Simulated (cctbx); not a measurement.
**A crystallographic session in cctbx: V3I10**

Library: cctbx 2025.11. The data are simulated by the first script.

## 1. Simulate the data

run.py:

```python
from cctbx import adptbx, crystal, miller, sgtbx, xray
from cctbx.array_family import flex
from iotbx.shelx import hklf
from scitbx import matrix
import scitbx.random

cs = crystal.symmetry(unit_cell=(5.873, 8.726, 23.274, 90, 90.92, 90), space_group_symbol='Hall: P -2yc')  # Pc
atoms = [  # label, site, U (iso, or U11 U22 U33 U12 U13 U23 in A^2), occupancy
    ("I1", (0.9949, 0.21, 0.8834), 0.0151, 1),
    ("I2", (0.0183, 0.8417, 0.6298), 0.0122, 1),
    ("I3", (0.482, 0.0555, 0.9995), 0.0149, 1),
    ("I4", (0.4774, 0.4994, 0.6393), 0.0119, 1),
    ("I5", (0.495, 0.9595, 0.7851), 0.0131, 1),
    ("I6", (0.9532, 0.6089, 0.5197), 0.0111, 1),
    ("I7", (0.9686, 0.8104, 0.9082), 0.0114, 1),
    ("I8", (0.9812, 0.6357, 0.7505), 0.0119, 1),
    ("I9", (0.9698, 0.23, 0.719), 0.0129, 1),
    ("I10", (0.9843, 0.2268, 0.5627), 0.0143, 1),
    ("V1", (0.984, 0.4914, 0.636), 0.0199, 1),
    ("V2", (0, 0.9569, 0.7957), 0.0194, 1),
    ("V3", (0.998, 0.9401, 0.4974), 0.0200, 1),
]
xs = xray.structure(crystal_symmetry=cs)
for label, site, u, occ in atoms:
    u = adptbx.u_cif_as_u_star(cs.unit_cell(), u) if isinstance(u, tuple) else u
    xs.add_scatterer(xray.scatterer(label, site=site, u=u, occupancy=occ))
xs.set_inelastic_form_factors(0.7749, "sasaki")
xs.show_summary()
p1 = xs.expand_to_p1()
ms = miller.build_set(p1, anomalous_flag=True, d_min=0.77)
flex.set_random_seed(885923)
scitbx.random.set_random_seed(885923)
ms = ms.select(flex.random_double(ms.size()) < 0.8)
i = ms.structure_factors_from_scatterers(p1, algorithm="direct").f_calc().as_intensity_array().data()
i = i * 20000 / flex.max(i)
sig = flex.sqrt(i + flex.pow2(0.06 * i) + 15 ** 2)
noise = scitbx.random.variate(scitbx.random.normal_distribution())(i.size())
data = ms.array(data=i + sig * noise, sigmas=sig).set_observation_type_xray_intensity()
with open("data.hkl", "w") as f:
    data.export_as_shelx_hklf(f)
print("reflections written:", data.size(), " <I/sigma> = %.1f" % flex.mean(data.data() / data.sigmas()))
for h, a, b in list(data.sort("data"))[:12]:
    print("%4d%4d%4d %9.1f %7.1f" % (h + (a, b)))
```

```console
$ python run.py
```

```text
Number of scatterers: 13
At special positions: 0
Unit cell: (5.873, 8.726, 23.274, 90, 90.92, 90)
Space group: P 1 c 1 (No. 7)
reflections written: 8835  <I/sigma> = 6.5
  -2   0   0   19663.9  1207.4
   2   0   0   18366.4  1208.4
   4   0   0    8705.8   535.6
   1   0   0    6394.0   374.0
  -1   0   0    6175.8   373.7
   0   3  -4    6160.8   363.5
   0  -2   6    5986.7   355.0
   0  -2  -6    5928.2   355.3
   0   2  -6    5784.5   355.3
   0  -3   4    5754.3   363.8
   0   3   4    5739.9   363.8
   1  -2   0    5705.9   331.6
```

Run time: 0.43 s on 1 thread of Arm Neoverse N1, with other jobs on the host, peak memory 0.07 GiB.

## 2. Symmetry

run.py:

```python
from cctbx import crystal, sgtbx, statistics
from cctbx.array_family import flex
from iotbx.shelx import hklf

p1 = crystal.symmetry(unit_cell=(5.873, 8.726, 23.274, 90, 90.92, 90), space_group_symbol="P 1")
raw = hklf.reader(file_name="data.hkl").as_miller_arrays(crystal_symmetry=p1, anomalous=True)[0]
print(raw.size(), "reflections to d = %.3f A" % raw.d_min())
isig = raw.data() / raw.sigmas()
print("centring   violations  <I/sigma> of those")
best = "P"
for c in "ABCIRF":
    a = raw.customized_copy(space_group_info=sgtbx.space_group_info("Hall: %s 1" % c)).sys_absent_flags().data()
    m = flex.mean(isig.select(a))
    print("%5s %10d of %5d %8.1f" % (c, (isig.select(a) > 4).count(True), a.count(True), m))
    if (isig.select(a) > 4).count(True) < 0.01 * a.count(True):
        best = c
raw = raw.select(~raw.customized_copy(space_group_info=sgtbx.space_group_info("Hall: %s 1" % best)).sys_absent_flags().data())
isig = raw.data() / raw.sigmas()
rows = []
for s in sgtbx.space_group_symbol_iterator():
    g = sgtbx.space_group(s)
    if g.conventional_centring_type_symbol() != best or not g.is_compatible_unit_cell(p1.unit_cell(), 1e-3, 0.02):
        continue
    rows.append((s, g))
print("Laue class    unique    Rint  (classes that these axes allow; Friedel mates merged)")
rint = {}
for s, g in rows:
    laue = g.build_derived_patterson_group()
    key = laue.type().hall_symbol()
    if key not in rint:
        m = raw.customized_copy(space_group_info=laue.info(), anomalous_flag=False).merge_equivalents()
        rint[key] = m.r_int()
        print("%-14s %6d %7.3f" % (laue.type().lookup_symbol(), m.array().size(), m.r_int()))
floor = min(rint.values())
good = [(s, g) for s, g in rows if rint[g.build_derived_patterson_group().type().hall_symbol()] < 2 * floor + 0.03]
top = max(g.build_derived_patterson_group().order_z() for s, g in good)
print("space group    extra absences  I>4sigma  <I/sigma>")
for s, g in good:
    laue = g.build_derived_patterson_group()
    if laue.order_z() != top:
        continue
    a = raw.customized_copy(space_group_info=g.info()).sys_absent_flags().data()
    a &= ~raw.customized_copy(space_group_info=laue.info()).sys_absent_flags().data()
    bad = (isig.select(a) > 4).count(True)
    if bad <= 0.03 * a.count(True):
        print("%-16s %8d %10d %9s  %s" % (s.universal_hermann_mauguin(), a.count(True), bad, "%.1f" % flex.mean(isig.select(a)) if a.count(True) else "-", "centric" if g.is_centric() else "acentric"))
laue = max(good, key=lambda t: t[1].build_derived_patterson_group().order_z())[1].build_derived_patterson_group()
f = raw.customized_copy(space_group_info=laue.info(), anomalous_flag=False).merge_equivalents().array().eliminate_sys_absent().f_sq_as_f()
f.set_observation_type_xray_amplitude()
bins = max(3, min(8, f.size() // 12))
f.setup_binner(n_bins=bins)
w = statistics.wilson_plot(f, {e: n / laue.order_z() for e, n in {'I': 20.0, 'V': 6.0}.items()}, e_statistics=True)
print("Wilson B = %.2f A^2   <|E^2-1|> = %.3f (0.968 centric, 0.736 acentric)   E^2>4: %.1f %%" % (w.wilson_b, w.mean_e_sq_minus_1, w.percent_e_sq_gt_2))
print("shell (A)         n   <I/sigma>")
m = raw.customized_copy(space_group_info=laue.info(), anomalous_flag=False).merge_equivalents().array().eliminate_sys_absent()
for b in m.setup_binner(n_bins=bins).range_used():
    sel = m.binner().selection(b)
    print("%5.2f - %4.2f %6d %8.1f" % (min(m.binner().bin_d_range(b)[0] if m.binner().bin_d_range(b)[0] > 0 else 99, 99), m.binner().bin_d_range(b)[1], sel.count(True), flex.mean((m.data() / m.sigmas()).select(sel))))
```

```console
$ python run.py
```

```text
8835 reflections to d = 0.770 A
centring   violations  <I/sigma> of those
    A       2782 of  4431      6.3
    B       2828 of  4426      6.4
    C       2870 of  4425      6.6
    I       2892 of  4433      6.6
    R       3792 of  5866      6.5
    F       4240 of  6641      6.4
Laue class    unique    Rint  (classes that these axes allow; Friedel mates merged)
P -1             5279   0.060
P 1 2/m 1        2911   0.070
space group    extra absences  I>4sigma  <I/sigma>
P 1 2 1                 0          0         -  acentric
P 1 m 1                 0          0         -  acentric
P 1 c 1               291          0       0.0  acentric
P 1 2/m 1               0          0         -  centric
P 1 2/c 1             291          0       0.0  centric
Wilson B = 1.05 A^2   <|E^2-1|> = 0.804 (0.968 centric, 0.736 acentric)   E^2>4: 3.0 %
shell (A)         n   <I/sigma>
23.28 - 1.54    382     12.7
 1.54 - 1.22    362     13.1
 1.22 - 1.07    375     10.5
 1.07 - 0.97    343     11.0
 0.97 - 0.90    384      9.4
 0.90 - 0.85    346      8.4
 0.85 - 0.81    355      8.1
 0.81 - 0.77    364      7.9
```

Time: 0.42 s.

## 3. Charge flipping

run.py:

```python
import itertools
from cctbx import crystal, maptbx
from cctbx.array_family import flex
from iotbx.shelx import hklf
from smtbx.ab_initio import charge_flipping as cf

cs = crystal.symmetry(unit_cell=(5.873, 8.726, 23.274, 90, 90.92, 90), space_group_symbol='Hall: P -2yc')  # Pc
raw = hklf.reader(file_name="data.hkl").as_miller_arrays(crystal_symmetry=cs, anomalous=True)[0]
merged = raw.eliminate_sys_absent().merge_equivalents()
fo2 = merged.array().set_observation_type_xray_intensity()
f = fo2.average_bijvoet_mates().f_sq_as_f().resolution_filter(d_min=0.77)
p1 = f.expand_to_p1()
work = p1
flex.set_random_seed(98598)
it = cf.weak_reflection_improved_iterator(delta=None, weak_reflection_fraction=0.1)
it.start(work, phases=flex.random_double(p1.size()) * 6.2832, f_000=0)
it.delta = 1.1 * it.rho_map.sigma()
print("cycle      R  skewness")
for n, st in enumerate(itertools.islice(it, 200)):
    if n % 16 == 0:
        print("%5d %6.3f %8.2f" % (n, st.r1_factor(), st.rho_map.skewness()))
rho = p1.phase_transfer(it.f_calc).fft_map().apply_volume_scaling()
polish = cf.low_density_elimination_iterator(constant_rho_c=rho.sigma())
polish.start(f_obs=p1, phases=it.f_calc, f_000=0)
for _ in range(8):
    next(polish)
print("origin shift          correlation  skewness")
maps = []
for fc, shift, cc in itertools.islice(cf.f_calc_symmetrisations(f, polish.f_calc, 0), 4):
    m = f.phase_transfer(fc).fft_map(symmetry_flags=maptbx.use_space_group_symmetry, resolution_factor=0.25).apply_sigma_scaling()
    maps.append((m.skewness(), cc, m))
    print("%6.3f %6.3f %6.3f %10.3f %9.2f" % (tuple(shift) + (cc, m.skewness())))
skew, cc, m = max((t for t in maps if t[1] > maps[0][1] - 0.04), key=lambda t: t[0])
print("taken: symmetry correlation %.3f, skewness %.2f" % (cc, skew))
peaks = m.peak_search(parameters=maptbx.peak_search_parameters(min_distance_sym_equiv=0.9, max_clusters=18)).all()
sps = cs.special_position_settings(min_distance_sym_equiv=0.5)
print("peak      x       y       z  mult  height/sigma")
for k, (x, h) in enumerate(zip(peaks.sites(), peaks.heights())):
    ss = sps.site_symmetry(x)
    print("Q%-3d %7.4f %7.4f %7.4f %4d %8.1f" % ((k + 1,) + tuple(t % 1 for t in ss.exact_site()) + (ss.multiplicity(), h)))
```

```console
$ python run.py
```

```text
cycle      R  skewness
    0  0.551     0.27
   16  0.454     2.15
   32  0.430     2.87
   48  0.399     4.70
   64  0.258     6.29
   80  0.253     6.02
   96  0.254     6.00
  112  0.260     5.94
  128  0.251     5.96
  144  0.252     5.88
  160  0.246     5.92
  176  0.257     5.80
  192  0.252     5.83
origin shift          correlation  skewness
-0.000  0.009 -0.000      0.915      1.67
-0.000  0.009 -0.000      0.915      1.67
-0.000  0.509 -0.000      0.915      1.67
taken: symmetry correlation 0.915, skewness 1.67
peak      x       y       z  mult  height/sigma
Q1    0.5576  0.1511  0.3916    2     10.3
Q2    0.3436  0.0805  0.9444    2      9.3
Q3    0.0998  0.2802  0.2545    2      8.7
Q4    0.0884  0.4722  0.6558    2      7.4
Q5    0.8759  0.0429  0.9436    2      7.0
Q6    0.3516  0.4965  0.8013    2      6.9
Q7    0.8149  0.3560  0.9047    2      6.7
Q8    0.3396  0.0156  0.2279    2      6.6
Q9    0.3389  0.2409  0.3042    2      6.4
Q10   0.5787  0.0263  0.1760    2      6.4
Q11   0.2354  0.3557  0.1748    2      6.4
Q12   0.8472  0.1749  0.3521    2      6.2
Q13   0.8183  0.2113  0.5274    2      6.2
Q14   0.4142  0.2903  0.6914    2      6.1
Q15   0.4553  0.4567  0.5587    2      6.1
Q16   0.3392  0.0953  0.8376    2      6.0
Q17   0.3588  0.2565  0.0670    2      5.8
Q18   0.1094  0.2876  0.4096    2      5.8
```

Time: 0.9 s.

## 4. Refinement (model from the peaks)

run.py:

```python
import math
from cctbx import adptbx, crystal, maptbx, sgtbx, xray
from cctbx.array_family import flex
from cctbx.xray import observations
from iotbx.shelx import hklf
from scitbx.lstbx import normal_eqns_solving
from smtbx import absolute_structure, utils
from smtbx.refinement import constraints, least_squares

cs = crystal.symmetry(unit_cell=(5.873, 8.726, 23.274, 90, 90.92, 90), space_group_symbol='Hall: P -2yc')  # Pc
atoms = [  # label, site, U (iso, or U11 U22 U33 U12 U13 U23 in A^2), occupancy
    ("I1", (0.5576, 0.1511, 0.3916), 0.0200, 1),
    ("I2", (0.3436, 0.0805, 0.9444), 0.0200, 1),
    ("I3", (0.0998, 0.2802, 0.2545), 0.0200, 1),
    ("I4", (0.0884, 0.4722, 0.6558), 0.0200, 1),
    ("I5", (0.8759, 0.0429, 0.9436), 0.0200, 1),
    ("I6", (0.3516, 0.4965, 0.8013), 0.0200, 1),
    ("I7", (0.8149, 0.356, 0.9047), 0.0200, 1),
    ("I8", (0.3396, 0.0156, 0.2279), 0.0200, 1),
    ("I9", (0.3389, 0.2409, 0.3042), 0.0200, 1),
    ("I10", (0.5787, 0.0263, 0.176), 0.0200, 1),
    ("V1", (0.2354, 0.3557, 0.1748), 0.0200, 1),
]
xs = xray.structure(crystal_symmetry=cs)
for label, site, u, occ in atoms:
    u = adptbx.u_cif_as_u_star(cs.unit_cell(), u) if isinstance(u, tuple) else u
    xs.add_scatterer(xray.scatterer(label, site=site, u=u, occupancy=occ))
xs.set_inelastic_form_factors(0.7749, "sasaki")
raw = hklf.reader(file_name="data.hkl").as_miller_arrays(crystal_symmetry=cs, anomalous=True)[0]
merged = raw.eliminate_sys_absent().merge_equivalents()
fo2 = merged.array().set_observation_type_xray_intensity()
print("Rint %.3f, %d unique reflections to %.2f A" % (merged.r_int(), fo2.size(), fo2.d_min()))
for sc in xs.scatterers():
    sc.flags.set_grad_site(True)
    sc.flags.set_grad_u_aniso(sc.flags.use_u_aniso())
    sc.flags.set_grad_u_iso(sc.flags.use_u_iso())
obs = fo2.as_xray_observations()
extra = {}
rep = constraints.reparametrisation(xs, [], utils.connectivity_table(xs), **extra)
ls = least_squares.crystallographic_ls(obs, rep, weighting_scheme=least_squares.mainstream_shelx_weighting(a=0, b=0))
print("cycle     R1     wR2    GooF  max shift (A)")
for cycle in range(6):
    ls.build_up()
    r1, wr2, goof = ls.r1_factor(cutoff_factor=2)[0], ls.wR2(), ls.goof()
    old = xs.sites_cart()
    normal_eqns_solving.levenberg_marquardt_iterations(ls, n_max_iterations=3, tau=0.0001, step_threshold=1e-7)
    big = flex.max((xs.sites_cart() - old).norms())
    print("%4d %7.4f %7.4f %7.3f %9.5f" % (cycle + 1, r1, wr2, goof, big))
    ls.build_up(objective_only=True)
    if abs(ls.wR2() - wr2) < 5e-5 and big < 5e-4:
        break
ls.build_up()
print("final R1 %.4f wR2 %.4f GooF %.3f  parameters %d  data/parameter %.1f" % (ls.r1_factor(cutoff_factor=2)[0], ls.wR2(), ls.goof(), ls.n_parameters, fo2.size() / ls.n_parameters))
cov = ls.covariance_matrix_and_annotations()
su = dict(zip(cov.annotations, (math.sqrt(max(v, 0)) for v in cov.matrix.matrix_packed_u_diagonal())))
a2 = cs.unit_cell().reciprocal_parameters()[0] ** -2
print("atom        x        y        z      Ueq    occ   su(xyz)  su(Uiso or U11)")
for sc in xs.scatterers():
    s = max(su.get(sc.label + k, 0) for k in (".x", ".y", ".z"))
    npd = "" if sc.is_positive_definite_u(cs.unit_cell()) else "  NPD"
    print("%-5s %8.5f %8.5f %8.5f %8.4f %6.3f %8.5f %7.4f%s" % ((sc.label,) + sc.site + (sc.u_iso_or_equiv(cs.unit_cell()), sc.occupancy, s, su.get(sc.label + ".uiso", su.get(sc.label + ".u11", 0) * a2), npd)))
fo = fo2.f_sq_as_f()
fc = fo.structure_factors_from_scatterers(xs, algorithm="direct").f_calc()
diff = fo.f_obs_minus_f_calc(1 / math.sqrt(ls.scale_factor()), fc).average_bijvoet_mates()
m = diff.fft_map(symmetry_flags=maptbx.use_space_group_symmetry, resolution_factor=0.25).apply_volume_scaling()
print("difference map: max %.2f min %.2f rms %.2f" % (m.statistics().max(), m.statistics().min(), m.statistics().sigma()))
peaks = m.peak_search(parameters=maptbx.peak_search_parameters(min_distance_sym_equiv=0.6, max_clusters=7)).all()
near = xs.closest_distances(peaks.sites(), distance_cutoff=4)
sps = cs.special_position_settings(min_distance_sym_equiv=0.5)
for k, (x, h) in enumerate(zip(peaks.sites(), peaks.heights())):
    ss = sps.site_symmetry(x)
    print("Q%-3d %7.4f %7.4f %7.4f %4d %7.2f  %.2f A from %s" % ((k + 1,) + tuple(t % 1 for t in ss.exact_site()) + (ss.multiplicity(), h, near.smallest_distances[k], xs.scatterers()[near.i_seqs[k]].label)))
```

```console
$ python run.py
```

```text
Rint 0.061, 5220 unique reflections to 0.77 A
cycle     R1     wR2    GooF  max shift (A)
   1  0.6557  0.9149   8.933   0.05043
   2  0.6410  0.9078   8.863   0.04409
   3  0.6273  0.9008   8.795   0.03840
   4  0.6148  0.8940   8.729   0.03318
   5  0.6039  0.8875   8.665   0.02827
   6  0.5945  0.8815   8.607   0.02369
final R1 0.5879 wR2 0.8772 GooF 8.565  parameters 44  data/parameter 118.6
atom        x        y        z      Ueq    occ   su(xyz)  su(Uiso or U11)
I1     0.55995  0.15437  0.39257   0.0059  1.000  0.00401  0.0050
I2     0.35127  0.06457  0.95121   0.0001  1.000  0.00365  0.0042
I3     0.09322  0.27827  0.25888   0.0004  1.000  0.00350  0.0043
I4     0.08999  0.46631  0.64960   0.0074  1.000  0.00399  0.0050
I5     0.87221  0.04631  0.94391   0.0052  1.000  0.00395  0.0049
I6     0.34530  0.48979  0.79633   0.0077  1.000  0.00404  0.0051
I7     0.82013  0.35187  0.90109   0.0106  1.000  0.00428  0.0055
I8     0.33610  0.01046  0.22940   0.0122  1.000  0.00421  0.0057
I9     0.33791  0.24650  0.30840   0.0075  1.000  0.00423  0.0050
I10    0.58235  0.02906  0.17351   0.0063  1.000  0.00384  0.0048
V1     0.23848  0.35548  0.17003   0.0202  1.000  0.01453  0.0176
difference map: max 199.93 min -66.13 rms 14.98
Q1    0.3541  0.0635  0.9493    2  210.52  0.05 A from I2
Q2    0.0895  0.2801  0.2589    2  179.41  0.03 A from I3
Q3    0.3395  0.4931  0.7963    2  172.43  0.04 A from I6
Q4    0.5667  0.1529  0.3926    2  170.31  0.04 A from I1
Q5    0.8690  0.0506  0.9454    2  138.42  0.05 A from I5
Q6    0.8275  0.3536  0.9029    2  137.10  0.06 A from I7
Q7    0.5820  0.0295  0.1736    2  136.53  0.01 A from I10
```

Time: 0.77 s.

Figures of merit this high mean that the model is still wrong or incomplete.

## 5. Charge flipping

run.py, as its changes from the last script of this kind:

```diff
@@ -13,2 +13,3 @@
-work = p1
-flex.set_random_seed(98598)
+p1.setup_binner_counting_sorted(reflections_per_bin=max(40, p1.size() // 12))
+work = p1.array(data=p1.data() / p1.amplitude_quasi_normalisations().data())
+flex.set_random_seed(98599)
@@ -19,2 +20,2 @@
-for n, st in enumerate(itertools.islice(it, 200)):
-    if n % 16 == 0:
+for n, st in enumerate(itertools.islice(it, 400)):
+    if n % 33 == 0:
```

```console
$ python run.py
```

```text
cycle      R  skewness
    0  0.550     0.18
   33  0.450     4.17
   66  0.442     4.65
   99  0.443     4.61
  132  0.434     4.66
  165  0.434     4.81
  198  0.440     4.71
  231  0.445     4.59
  264  0.437     4.68
  297  0.441     4.55
  330  0.441     4.69
  363  0.446     4.56
  396  0.440     4.68
origin shift          correlation  skewness
-0.000  0.332  0.000      0.885      1.60
 0.000 -0.011  0.000      0.883      1.48
-0.000  0.126 -0.000      0.873      1.40
taken: symmetry correlation 0.885, skewness 1.60
peak      x       y       z  mult  height/sigma
Q1    0.5044  0.2747  0.7116    2      8.8
Q2    0.2799  0.0418  0.0552    2      8.8
Q3    0.0201  0.1473  0.2773    2      8.3
Q4    0.2799  0.4824  0.1803    2      7.4
Q5    0.5097  0.3447  0.2923    2      7.2
Q6    0.5230  0.2838  0.8711    2      7.2
Q7    0.0196  0.0392  0.7981    2      7.2
Q8    0.5047  0.1093  0.2427    2      7.1
Q9    0.4470  0.4829  0.3355    2      6.9
Q10   0.5512  0.5058  0.7584    2      6.6
Q11   0.4774  0.1795  0.5549    2      6.5
Q12   0.8661  0.2796  0.4686    2      6.5
Q13   0.3576  0.4540  0.9004    2      6.2
Q14   0.8295  0.2709  0.6182    2      6.2
Q15   0.0085  0.3964  0.8685    2      6.0
Q16   0.3941  0.2286  0.9838    2      5.7
Q17   0.8016  0.3672  0.3212    2      5.6
Q18   0.4667  0.3050  0.3854    2      5.4
```

Time: 1.2 s.

[Logs are printed without paths, hosts, clocks, repeated set-up lines and the standing remarks that a program may print on its own settings, such as how far it seeks lower states.]
